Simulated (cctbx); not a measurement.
# Lattice, Laue class and space group of a new crystal

Cell: a = 3.3870 Å, b = 3.3870 Å, c = 5.8180 Å, α = 90.00°, β = 90.00°, γ = 120.00°. Expected content of the cell: In2 Cr2.

Simulated single-crystal data (cctbx): Cu Kα, λ = 1.54184 Å, to d = 0.83 Å, 50 % of the full sphere, strongest reflection 20000 counts, noise from counting, a 6 % proportional error and a noise floor of 8 counts (s.d.); no absorption.

A first pass over the reflections prints:

```text
196 reflections to d = 0.831 A
centring   violations  <I/sigma> of those
    A         89 of   108     12.4
    B         93 of   112     12.6
    C         80 of    98     12.4
    I         78 of    97     12.0
    R        106 of   134     12.0
    F        131 of   159     12.5
Laue class    unique    Rint  (classes that these axes allow; Friedel mates merged)
P -1              144   0.038
P 1 1 2/m         100   0.043
P -3               67   0.044
P -3 1 m           48   0.045
P -3 m 1           52   0.044
P 6/m              42   0.045
P 6/m m m          37   0.045
space group    extra absences  I>4sigma  <I/sigma>
P 6 2 2                 0          0         -  acentric
P 63 2 2                5          0       0.0  acentric
P 6 m m                 0          0         -  acentric
P 63 m c               29          0       0.1  acentric
P -6 m 2                0          0         -  acentric
P -6 2 m                0          0         -  acentric
P -6 2 c               29          0       0.1  acentric
P 6/m m m               0          0         -  centric
P 63/m m c             29          0       0.1  centric
Wilson B = 1.16 A^2   <|E^2-1|> = 0.700 (0.968 centric, 0.736 acentric)   E^2>4: 0.0 %
shell (A)         n   <I/sigma>
 5.82 - 1.20     15     21.6
 1.20 - 0.95     13     25.6
 0.95 - 0.83      9     22.9
```

**Question.** What are the lattice type, the Laue class and the likely space group?

Every centring test has many violations, so the lattice is primitive.

Rint stays low (0.038 to 0.045) up to P 6/m m m, the highest class in these axes.

9 settings pass the absence test. The most absences obeyed, 29, belong to P 63 m c, P -6 2 c and P 63/m m c, which absences can't tell apart.

⟨|E²−1|⟩ = 0.700 leans to a non-centrosymmetric structure. Here that hint misleads: the statistic assumes many like atoms on general positions, and few, heavy or special-position atoms break it. The Wilson B of 1.16 Å² means U ≈ 0.0147 Å².

The true group is P6_3/mmc (no. 194), Laue class 6/mmm, centrosymmetric. The tables only narrow the choice to the tied entries; cell content, site symmetry and trial solutions must settle it.

This is a model crystal, built by substitution and not relaxed, with assumed displacement parameters.

[Logs are printed without paths, hosts, clocks, repeated set-up lines and the standing remarks that a program may print on its own settings, such as how far it seeks lower states.]
